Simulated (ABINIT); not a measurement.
A GW chain in ABINIT: KZnF3 (Pm-3m). Symmetry: Pm-3m, No. 221, cubic system. The conventional cell has a = 4.050 Å, b = 4.050 Å, c = 4.050 Å, α = 90.00°, β = 90.00°, γ = 90.00°. K has 12 F at 2.86 Å nearest. Nearest to Zn lie 6 F at 2.03 Å. Nearest to F lie 2 Zn at 2.03 Å and 4 K at 2.86 Å. Farther neighbours, and contacts between anions beyond the nearest, are not listed. The calculation used RPA screening on LDA, plane waves, norm-conserving pseudopotentials (and 2 further levels or steps) in ABINIT 10.8.3, with cutoff 36 Ha, PseudoDojo scalar-relativistic 0.4.1 standard, norm-conserving, ngkpt (2, 2, 2), nband 69, ecuteps 3.9 Ha, inclvkb 2, shiftk (0, 0, 0), symchi 1, awtr 1, frequency ppm, 2×2×2 k-mesh. The LDA gap is 3.74 eV, indirect and the G0W0 gap on the mesh is 7.91 eV. The GW settings are 2×2×2 mesh, 69 bands, screening to 106.1 eV, Godby-Needs plasmon pole. The known limits are short of the basis limit; d shell near the gap, gap tends to lie low; coarse k mesh. It took 5 runs, 2.2 min in all on 4 MPI ranks of Arm Neoverse V1, shared host. G0W0 moves the gap on the mesh from 3.74 eV to 7.91 eV (+4.17 eV), with Z of 0.82 and 0.88 at the edges. Local fields lower the RPA ε∞ on this mesh from 2.51 to 2.38; a Γ-centred mesh this coarse tends to raise both, most where the direct gap is narrow, while a short band sum lowers them. The cell and positions come from the Crystallography Open Database and are kept as given unless a step says otherwise. Limits: d shell near the gap, gap tends to lie low. The 2×2×2 mesh is coarse for this cell, which bears on the long-range parts of exchange and screening.

```
K Zn F
1.0
     4.05000    0.00000    0.00000
     0.00000    4.05000    0.00000
     0.00000    0.00000    4.05000
K Zn F
1 1 3
Cartesian
  0.0000 0.0000 0.0000
  2.0250 2.0250 2.0250
  2.0250 2.0250 0.0000
  0.0000 2.0250 2.0250
  2.0250 0.0000 2.0250
```

[Long decimals in the printed logs are rounded to 6 places.]

[Logs are printed without paths, hosts, clocks, repeated set-up lines and the standing remarks that a program may print on its own settings, such as how far it seeks lower states.]

[Paths, hosts, dates, memory and timing lines, banners, echoed tables and standing remarks are left out of the program output; an Ansatz launch command may be rebuilt from the run's recorded settings. Measured values are a selection of at most five: reports struck by readers or far from the other reports are left out. None is set beside runs whose start may be inverted or whose files or cutoffs have a known fault.]

[Runs of the session that timed out or met a known fault of the program may be left out.]

[Hosts, paths, dates, database ids (printed as entryN), source tags and the programs' standing remarks are cut or masked in the printed files.]

[G0W0 gaps are taken among the corrected bands and points alone; a level outside them can change the order at an edge.]

[Where Ansatz stands beside ABINIT at settings called matched, ABINIT's density can come from a denser mesh and the files from another edition; pairs whose starting gaps differed by over 0.03 eV were left out, so agreement reads better than it is.]
